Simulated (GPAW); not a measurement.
# A 7-layer slab of Re(0001) in an electric field, part 2 of 2

Wanted: the out-of-plane polarisability of a 7-layer slab of Re(0001).

GPAW 26.7.0; GPAW, PAW setups; slab in vacuum, relaxation (the session's first sound run).

So far. Step 8 (In a field): The dipole is now 0.0657 e Å, against 0.0032 in the run without a field.

**9. Field on**

run.py

```python
import json
import numpy as np
from ase import Atoms
from gpaw import GPAW, PW
from gpaw.external import ConstantElectricField

slab = Atoms(
    ['Re', 'Re', 'Re', 'Re', 'Re', 'Re', 'Re'],
    positions=[
        [0.00000, 0.00000, 8.00000],
        [2.76000, 1.59349, 10.22870],
        [0.00000, 0.00000, 12.45740],
        [2.76000, 1.59349, 14.71952],
        [-0.00000, -0.00000, 16.93986],
        [2.76000, 1.59349, 19.24800],
        [-0.00000, -0.00000, 21.37092]],
    cell=[[2.76, 0.0, 0.0], [1.38, 2.39023, 0.0], [0.0, 0.0, 29.3722]],
    pbc=[True, True, False])

slab.calc = GPAW(mode=PW(400), xc='PBE', kpts={'size': (13, 13, 1), 'gamma': True},
                 occupations={'name': 'fermi-dirac', 'width': 0.1}, nbands='160%',
                 convergence={'density': 1e-05}, maxiter=200,
                 poissonsolver={'dipolelayer': 'xy'},
                 external=ConstantElectricField(0.2, [0, 0, 1]),
                 symmetry={'tolerance': 1e-3}, txt='slab.txt')
result = {}
energy = slab.get_potential_energy()
fermi = slab.calc.get_fermi_level()
v = slab.calc.get_electrostatic_potential().mean((0, 1)) - fermi
n = slab.calc.get_pseudo_density().mean((0, 1))
L = slab.cell[2, 2]
z = np.arange(len(v)) * L / len(v)
low, high = slab.positions[:, 2].min(), slab.positions[:, 2].max()
below, above = np.interp([low - 5.8, high + 5.8], z, v)
slopes = [np.interp(x, z, np.gradient(v, z)) for x in (low - 5.8, high + 5.8)]
eps = np.array([[slab.calc.get_eigenvalues(k, s) for k in range(len(slab.calc.get_ibz_k_points()))]
                for s in range(slab.calc.get_number_of_spins())]) - fermi
top, bottom = eps[eps < 0].max(), eps[eps > 0].min()
dipole = slab.get_dipole_moment()[2]
print(f'energy {energy:.4f} eV, Fermi level {fermi:.4f} eV, dipole {dipole:.5f} e A')
print(f'potential 5.8 A off the faces, from the Fermi level: lower {below:.4f} eV, upper {above:.4f} eV')
print(f'slope of the potential there: lower {slopes[0]:.5f}, upper {slopes[1]:.5f} eV/A')
print(f'nearest levels on the mesh: {top:.4f} and {bottom:.4f} eV')
print('magnetic moment', round(slab.get_magnetic_moment(), 3))
result.update(energy=energy, fermi=fermi, dipole=dipole, below=below, above=above, slopes=slopes, edges=[top, bottom],
              z=z.tolist(), v=v.tolist(), n=n.tolist(), positions=slab.positions.tolist(),
              forces=slab.get_forces(apply_constraint=False).tolist(), moments=slab.get_magnetic_moments().tolist())
json.dump(result, open('result.json', 'w'))
```

On the command line:

```sh
$ OMP_NUM_THREADS=1 OPENBLAS_NUM_THREADS=1 python run.py
```

What it wrote:

```text
energy -79.1126 eV, Fermi level 5.3958 eV, dipole 0.12824 e A
potential 5.8 A off the faces, from the Fermi level: lower 6.7310 eV, upper 3.2120 eV
slope of the potential there: lower -0.00023, upper 0.00014 eV/A
nearest levels on the mesh: -0.0006 and 0.0197 eV
magnetic moment 0.0
```

Run time: 28 min. Hardware: 1 thread of Arm Neoverse V1, shared host; peak memory 0.65 GiB.

The electrostatic potential energy of an electron (without an applied field's), less the Fermi level, planar mean oscillates, so the rows of the table below give means over windows of 2.26 Å about each position, cut where the curve ends. Its maxima inside the range that stand out by 2 % of the span (Å: eV): 2.0: 6.73, 9.1: -1.07, 11.3: -1.61, 13.6: -1.74, 15.8: -2.47, 18.0: -2.28, 20.4: -4.42. Its minima: 8.0: -27.9, 10.3: -28.5, 12.5: -29.0, 14.7: -29.4, 16.9: -29.7, 19.3: -30.2, 21.4: -30.5.

Electrostatic potential energy of an electron (without an applied field's), less the Fermi level, planar mean against z; means over each step:

z (Å), electrostatic potential energy of an electron (without an applied field's), less the Fermi level, planar mean (eV) and a bar from the least value:
```
     1.13        6.6 ##############################
     3.39        6.7 ##############################
     5.65        6.1 #############################
     7.91      -12.4 ####
    10.17      -13.4 ##
    12.43      -13.8 ##
    14.69      -14.2 #
    16.95      -14.6 #
    19.21      -15.2 
    21.47      -15.2 
    23.73        2.6 ########################
    25.99        3.2 #########################
    28.25        3.3 #########################
```

The dipole is now 0.128 e Å, against 0.0032 in the run without a field.

**10. In a field**

run.py, as its differences from that of step 9:

```diff
@@ -23,3 +23,3 @@
                  poissonsolver={'dipolelayer': 'xy'},
-                 external=ConstantElectricField(0.2, [0, 0, 1]),
+                 external=ConstantElectricField(0.3, [0, 0, 1]),
                  symmetry={'tolerance': 1e-3}, txt='slab.txt')
```

What it wrote:

```text
energy -79.1286 eV, Fermi level 5.3947 eV, dipole 0.19085 e A
potential 5.8 A off the faces, from the Fermi level: lower 7.5936 eV, upper 2.3565 eV
slope of the potential there: lower -0.00028, upper 0.00013 eV/A
nearest levels on the mesh: -0.0026 and 0.0196 eV
magnetic moment 0.0
```

The job ended after 22 min (1 thread; peak memory 0.65 GiB).

The dipole is now 0.191 e Å, against 0.0032 in the run without a field.

**11. The series**

The members are put on one axis.

This step: induced dipole against applied field (GPAW 26.7.0).

Dipole along the normal against field:

```
field (V/Å)  dipole along the normal (e·Å)
     -0.200                         -0.122
     -0.100                        -0.0594
     -0.050                        -0.0281
      0.000                        0.00316
      0.050                         0.0345
      0.100                         0.0657
      0.200                          0.128
      0.300                          0.191
```

**12. A changed run**

One more run, with changed settings.

This step: GPAW, PAW setups; slab in vacuum (GPAW 26.7.0).

run.py, as its differences from that of step 10:

```diff
@@ -4,3 +4,2 @@
 from gpaw import GPAW, PW
-from gpaw.external import ConstantElectricField
 
@@ -19,7 +18,6 @@
 
-slab.calc = GPAW(mode=PW(400), xc='PBE', kpts={'size': (13, 13, 1), 'gamma': True},
+slab.calc = GPAW(mode=PW(400), xc='PBE', kpts={'size': (1, 1, 1), 'gamma': True},
                  occupations={'name': 'fermi-dirac', 'width': 0.1}, nbands='160%',
-                 convergence={'density': 1e-05}, maxiter=200,
+                 convergence={'density': 1e-05}, maxiter=100,
                  poissonsolver={'dipolelayer': 'xy'},
-                 external=ConstantElectricField(0.3, [0, 0, 1]),
                  symmetry={'tolerance': 1e-3}, txt='slab.txt')
```

What it wrote:

```text
energy -78.5746 eV, Fermi level 4.3422 eV, dipole -0.00369 e A
potential 5.8 A off the faces, from the Fermi level: lower 6.9233 eV, upper 7.0244 eV
slope of the potential there: lower -0.00008, upper 0.00016 eV/A
nearest levels on the mesh: -0.0709 and 0.2023 eV
magnetic moment 0.0
```

Wall time 50 s (1 thread); peak memory 0.18 GiB.

The run finished. A setting was moved off its sound value on purpose, so it serves as a test and not as the result.

The fault put into the input: one k-point (kpts = [1, 1]).

Side by side:

```csv
quantity,this run,sound run,difference
dipole along the normal (e·Å),-0.0036910,0.0031602,-0.00685
upper work function (eV),7.0244,4.9274,2.10
lower work function (eV),6.9233,5.0145,1.91
```

The two runs differ clearly in the upper work function: 7.02 eV against 4.93 eV.

**13. Outcome**

- work function, upper and lower face: 4.927 and 5.014 eV
- dipole along the normal: 0.00316 e Å
- induced dipole per field: 0.625 e Å per V/Å
- out-of-plane polarisability per area, α/(ε0 A): 17.2 Å

The field induces 0.625 e Å per V/Å, a polarisable thickness α/(ε0 A) of 17.2 Å beside 13.4 Å between the outermost nuclei. A perfect conductor would give the distance between its two image planes; a dielectric of thickness t gives t(1 - 1/ε). The two faces differ by 0.087 eV, the step that the slab's dipole makes (e p/(ε0 A) gives 0.087 eV), so the dipole layer is needed. The lowest atoms were held at bulk positions, which alone makes the faces unlike. The measured value for this face is 5.15 eV (as compiled in "Anisotropic work function of elemental crystals", 2019, arxiv:1902.07811); the relaxed upper face lies 0.22 eV under it with PBE. Measured work functions scatter by a tenth of an eV or more between methods. The induced dipole is linear in the field over this range. The in-plane lattice was kept as typed, which isn't the functional's own and leaves some strain; spin-orbit coupling and temperature are left out.

[Logs are printed without paths, hosts, clocks, repeated set-up lines and the standing remarks that a program may print on its own settings, such as how far it seeks lower states.]

[Hosts, paths, dates, database ids (printed as entryN), source tags and the programs' standing remarks are cut or masked in the printed files.]
